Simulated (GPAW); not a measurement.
# zigzag Eu chain, bond 3.709 A: cost and accuracy of the Hubbard U

How far do the magnetic results of zigzag Eu chain, bond 3.709 A hang on the Hubbard U?

Main program and level: GPAW 26.7.0; PBE with several values of U; plane waves with GPAW's PAW setups, scalar-relativistic.

Report form: the programs' logs are mostly left out.

### Step 1. Set-up

The cell holds 2 atoms: 2 Eu. Cell: a = 12.000 Å, b = 12.000 Å, c = 4.451 Å, α = 90.0°, β = 90.0°, γ = 90.0°. model lattice. Vacuum lies along a and b. The structure's axis is c.

Coordinates:

```
Eu
1.0
    12.00000    0.00000    0.00000
     0.00000   12.00000    0.00000
     0.00000    0.00000    4.45080
Eu
2
Direct
  0.37637 0.50000 0.00000
  0.62363 0.50000 0.50000
```

### Step 2. Rung 1 (no U), start ferro ++

Each rung takes a larger U, to see how far the results hang on a number that is chosen.

Input file order1.py:

```python
import json
import numpy as np
from ase import Atoms
from ase.parallel import paropen, parprint
from gpaw import GPAW

atoms = Atoms(['Eu', 'Eu'],
    cell=[[12.0, 0.0, 0.0],
         [0.0, 12.0, 0.0],
         [0.0, 0.0, 4.4508]],
    scaled_positions=[[0.37636667, 0.5, 0.0],
         [0.62363333, 0.5, 0.5]],
    pbc=True,
    magmoms=[7.0, 7.0])
atoms.calc = GPAW(mode={'name': 'pw', 'ecut': 700},
    xc='PBE',
    kpts={'size': (1, 1, 6), 'gamma': True},
    occupations={'name': 'fermi-dirac', 'width': 0.1},
    convergence={'density': 0.0001, 'energy': 1e-05},
    maxiter=200,
    mixer={'name': 'pulay', 'beta': 0.05, 'nmaxold': 3, 'weight': 1},
    symmetry={'tolerance': 1e-4},
    txt='order1.txt')
e = atoms.get_potential_energy(force_consistent=True)
res = {'free_energy': e, 'energy_sigma0': atoms.get_potential_energy(), 'fermi_energy': atoms.calc.get_fermi_level()}
res['moments'] = atoms.get_magnetic_moments().tolist()
res['total'] = atoms.get_magnetic_moment()
parprint('site moments (muB):', np.round(res['moments'], 3))
parprint(f"total moment: {res['total']:.3f} muB")
parprint(f'free energy: {e:.6f} eV')
atoms.calc.write('order1.gpw')
with paropen('results.json', 'w') as f:
    json.dump(res, f)
```

The run is started by

```console
$ OMP_NUM_THREADS=1 mpirun -n 2 gpaw python order1.py > order1.log
```

Wall time 8.7 min (2 MPI ranks of Arm Neoverse N1, shared host); peak memory 1.1 GiB; 17 min of CPU time.

This step gave:

| Quantity | Value |
| --- | --- |
| magnetization | 15.32 μB |
| final state | ferromagnetic |
| largest moment | 6.828 μB |

After 44 cycles the largest moment stands at 6.83 μB.

### Step 3. Rung 1 (no U), start antiferro +-

The second start gives the energy difference between the two end states, the quantity that is followed up the ladder.

order2.py is the script of step 2 with these lines changed:

```diff
@@ -13,3 +13,3 @@
     pbc=True,
-    magmoms=[7.0, 7.0])
+    magmoms=[7.0, -7.0])
 atoms.calc = GPAW(mode={'name': 'pw', 'ecut': 700},
@@ -22,3 +22,3 @@
     symmetry={'tolerance': 1e-4},
-    txt='order1.txt')
+    txt='order2.txt')
 e = atoms.get_potential_energy(force_consistent=True)
@@ -30,3 +30,3 @@
 parprint(f'free energy: {e:.6f} eV')
-atoms.calc.write('order1.gpw')
+atoms.calc.write('order2.gpw')
 with paropen('results.json', 'w') as f:
```

The run is started by

```console
$ OMP_NUM_THREADS=1 mpirun -n 2 gpaw python order2.py > order2.log
```

The job ended after 3.8 min (2 MPI ranks; peak memory 1.1 GiB).

Numbers from this step:

* magnetization: 0 μB
* final state: antiferromagnetic
* largest moment: 6.757 μB

This start lies +75.8 meV a seeded atom from the first; its largest moment is 6.76 μB.

### Step 4. Rung 2 (U = 1.5 eV on Eu f), start ferro ++

order1.py is the script of step 2 with these lines changed:

```diff
@@ -21,2 +21,3 @@
     mixer={'name': 'pulay', 'beta': 0.05, 'nmaxold': 3, 'weight': 1},
+    setups={'Eu': ':f,1.5'},
     symmetry={'tolerance': 1e-4},
```

The run is started by

```console
$ OMP_NUM_THREADS=1 mpirun -n 2 gpaw python order1.py > order1.log
```

Run time: 8.5 min. Hardware: 2 MPI ranks; peak memory 1.1 GiB.

This step gave:

```
magnetization  : 15.31 μB
final state    : ferromagnetic
largest moment : 6.859 μB
```

The largest moment moves by +0.03 μB from rung 1, at 0.98 times its CPU time.

### Step 5. Rung 2 (U = 1.5 eV on Eu f), start antiferro +-

order2.py is the script of step 3 with these lines changed:

```diff
@@ -21,2 +21,3 @@
     mixer={'name': 'pulay', 'beta': 0.05, 'nmaxold': 3, 'weight': 1},
+    setups={'Eu': ':f,1.5'},
     symmetry={'tolerance': 1e-4},
```

The run is started by

```console
$ OMP_NUM_THREADS=1 mpirun -n 2 gpaw python order2.py > order2.log
```

Run time: 4 min. Hardware: 2 MPI ranks; peak memory 1.1 GiB.

This step gave:

| Property | Result |
| --- | --- |
| magnetization | 0 μB |
| final state | antiferromagnetic |
| largest moment | 6.789 μB |

This start lies +68.4 meV a seeded atom from the first, a change of -7.4 meV since rung 1; its largest moment is 6.79 μB.

### Step 6. Rung 3 (U = 3 eV on Eu f), start ferro ++

order1.py is the script of step 4 with these lines changed:

```diff
@@ -21,3 +21,3 @@
     mixer={'name': 'pulay', 'beta': 0.05, 'nmaxold': 3, 'weight': 1},
-    setups={'Eu': ':f,1.5'},
+    setups={'Eu': ':f,3.0'},
     symmetry={'tolerance': 1e-4},
```

The run is started by

```console
$ OMP_NUM_THREADS=1 mpirun -n 2 gpaw python order1.py > order1.log
```

The job ended after 5.7 min (2 MPI ranks; peak memory 1.1 GiB).

Read from the output:

```
magnetization  : 15.31 μB
final state    : ferromagnetic
largest moment : 6.880 μB
```

The largest moment moves by +0.02 μB from rung 2, at 0.67 times its CPU time.

### Step 7. Rung 3 (U = 3 eV on Eu f), start antiferro +-

order2.py is the script of step 5 with these lines changed:

```diff
@@ -21,3 +21,3 @@
     mixer={'name': 'pulay', 'beta': 0.05, 'nmaxold': 3, 'weight': 1},
-    setups={'Eu': ':f,1.5'},
+    setups={'Eu': ':f,3.0'},
     symmetry={'tolerance': 1e-4},
```

The run is started by

```console
$ OMP_NUM_THREADS=1 mpirun -n 2 gpaw python order2.py > order2.log
```

Run time: 4.6 min. Hardware: 2 MPI ranks; peak memory 1.1 GiB.

Numbers from this step:

| Property | Result |
| --- | --- |
| magnetization | 0 μB |
| final state | antiferromagnetic |
| largest moment | 6.810 μB |

This start lies +64.3 meV a seeded atom from the first, a change of -4.1 meV since rung 2; its largest moment is 6.81 μB.

### Step 8. Rung 4 (U = 4.5 eV on Eu f), start ferro ++

order1.py is the script of step 6 with these lines changed:

```diff
@@ -21,3 +21,3 @@
     mixer={'name': 'pulay', 'beta': 0.05, 'nmaxold': 3, 'weight': 1},
-    setups={'Eu': ':f,3.0'},
+    setups={'Eu': ':f,4.5'},
     symmetry={'tolerance': 1e-4},
```

The run is started by

```console
$ OMP_NUM_THREADS=1 mpirun -n 2 gpaw python order1.py > order1.log
```

Wall time 7.3 min (2 MPI ranks); peak memory 1.2 GiB.

Numbers from this step:

```yaml
magnetization: 15.30 μB
final_state: ferromagnetic
largest_moment: 6.897 μB
```

The largest moment moves by +0.02 μB from rung 3, at 1.3 times its CPU time.

### Step 9. Rung 4 (U = 4.5 eV on Eu f), start antiferro +-

order2.py is the script of step 7 with these lines changed:

```diff
@@ -21,3 +21,3 @@
     mixer={'name': 'pulay', 'beta': 0.05, 'nmaxold': 3, 'weight': 1},
-    setups={'Eu': ':f,3.0'},
+    setups={'Eu': ':f,4.5'},
     symmetry={'tolerance': 1e-4},
```

The run is started by

```console
$ OMP_NUM_THREADS=1 mpirun -n 2 gpaw python order2.py > order2.log
```

The job ended after 4.2 min (2 MPI ranks; peak memory 1.2 GiB; 8.5 min of CPU time).

Numbers from this step:

* magnetization: 0 μB
* final state: antiferromagnetic
* largest moment: 6.827 μB

This start lies +61.7 meV a seeded atom from the first, a change of -2.6 meV since rung 3; its largest moment is 6.83 μB.

### Step 10. Rung 5 (U = 6 eV on Eu f), start ferro ++

order1.py is the script of step 8 with these lines changed:

```diff
@@ -21,3 +21,3 @@
     mixer={'name': 'pulay', 'beta': 0.05, 'nmaxold': 3, 'weight': 1},
-    setups={'Eu': ':f,4.5'},
+    setups={'Eu': ':f,6.0'},
     symmetry={'tolerance': 1e-4},
```

The run is started by

```console
$ OMP_NUM_THREADS=1 mpirun -n 2 gpaw python order1.py > order1.log
```

The job ended after 6.3 min (2 MPI ranks; peak memory 1.2 GiB; 13 min of CPU time).

Read from the output:

| Item | Value |
| --- | --- |
| magnetization | 15.30 μB |
| final state | ferromagnetic |
| largest moment | 6.911 μB |

The largest moment moves by +0.01 μB from rung 4, at 0.86 times its CPU time.

### Step 11. Rung 5 (U = 6 eV on Eu f), start antiferro +-

order2.py is the script of step 9 with these lines changed:

```diff
@@ -21,3 +21,3 @@
     mixer={'name': 'pulay', 'beta': 0.05, 'nmaxold': 3, 'weight': 1},
-    setups={'Eu': ':f,4.5'},
+    setups={'Eu': ':f,6.0'},
     symmetry={'tolerance': 1e-4},
```

The run is started by

```console
$ OMP_NUM_THREADS=1 mpirun -n 2 gpaw python order2.py > order2.log
```

The job ended after 3.6 min (2 MPI ranks; peak memory 1.1 GiB; 7.2 min of CPU time).

Read from the output:

- magnetization: 0 μB
- final state: antiferromagnetic
- largest moment: 6.842 μB

This start lies +59.8 meV a seeded atom from the first, a change of -1.9 meV since rung 4; its largest moment is 6.84 μB.

### Step 12. Rung 6 (U = 7.5 eV on Eu f), start ferro ++

order1.py is the script of step 10 with these lines changed:

```diff
@@ -21,3 +21,3 @@
     mixer={'name': 'pulay', 'beta': 0.05, 'nmaxold': 3, 'weight': 1},
-    setups={'Eu': ':f,6.0'},
+    setups={'Eu': ':f,7.5'},
     symmetry={'tolerance': 1e-4},
```

The run is started by

```console
$ OMP_NUM_THREADS=1 mpirun -n 2 gpaw python order1.py > order1.log
```

Elapsed: 8.2 min, on 2 MPI ranks; peak memory 1.2 GiB.

This step gave:

| Quantity | Value |
| --- | --- |
| magnetization | 15.29 μB |
| final state | ferromagnetic |
| largest moment | 6.924 μB |

The largest moment moves by +0.01 μB from rung 5, at 1.3 times its CPU time.

### Step 13. Rung 6 (U = 7.5 eV on Eu f), start antiferro +-

order2.py is the script of step 11 with these lines changed:

```diff
@@ -21,3 +21,3 @@
     mixer={'name': 'pulay', 'beta': 0.05, 'nmaxold': 3, 'weight': 1},
-    setups={'Eu': ':f,6.0'},
+    setups={'Eu': ':f,7.5'},
     symmetry={'tolerance': 1e-4},
```

The run is started by

```console
$ OMP_NUM_THREADS=1 mpirun -n 2 gpaw python order2.py > order2.log
```

Wall time 5.6 min (2 MPI ranks); peak memory 1.1 GiB; 11 min of CPU time.

Numbers from this step:

```
magnetization  : 0 μB
final state    : antiferromagnetic
largest moment : 6.855 μB
```

This start lies +58.3 meV a seeded atom from the first, a change of -1.5 meV since rung 5; its largest moment is 6.86 μB.

### Step 14. Side by side

Ladder, by row:

| rung | U | state from the first start | state from the second start | second less first (meV a seeded atom) | moment, first (μB) | moment, second (μB) | CPU time (s) |
| --- | --- | --- | --- | --- | --- | --- | --- |
| 1 | none | ferromagnetic | antiferromagnetic | 75.76 | 6.828 | 6.757 | 1496 |
| 2 | Eu: f, 1.5 | ferromagnetic | antiferromagnetic | 68.4 | 6.859 | 6.789 | 1501 |
| 3 | Eu: f, 3.0 | ferromagnetic | antiferromagnetic | 64.32 | 6.88 | 6.81 | 1232 |
| 4 | Eu: f, 4.5 | ferromagnetic | antiferromagnetic | 61.69 | 6.897 | 6.827 | 1385 |
| 5 | Eu: f, 6.0 | ferromagnetic | antiferromagnetic | 59.79 | 6.911 | 6.842 | 1188 |
| 6 | Eu: f, 7.5 | ferromagnetic | antiferromagnetic | 58.31 | 6.924 | 6.855 | 1662 |

### Step 15. Outcome

| Property | Result |
| --- | --- |
| range of the moment in the table, first start | 6.83 to 6.92 μB |
| range of CPU time | 20 min to 28 min |
| range of the energy difference | 58.3 to 75.8 meV a seeded atom |

In words: From the smallest U to the largest the moment goes from 6.83 to 6.92 μB and the energy difference from 75.8 to 58.3 meV a seeded atom. The energy difference shrinks steadily as U grows. The first start ends lower on every rung of the table. The f shell is half filled, so the spin-only picture is fair.

[Logs and program files are shortened in this print: banners, set-up blocks, solver, clock and traceback lines can be left out without a mark of their own.]

[Logs are printed without paths, hosts, clocks, repeated set-up lines and the standing remarks that a program may print on its own settings, such as how far it seeks lower states.]

[Hosts, paths, dates, database ids (printed as entryN), source tags and the programs' standing remarks are cut or masked in the printed files.]

[Where a cell is said to come from a database of computed structures, the database is the Materials Project.]
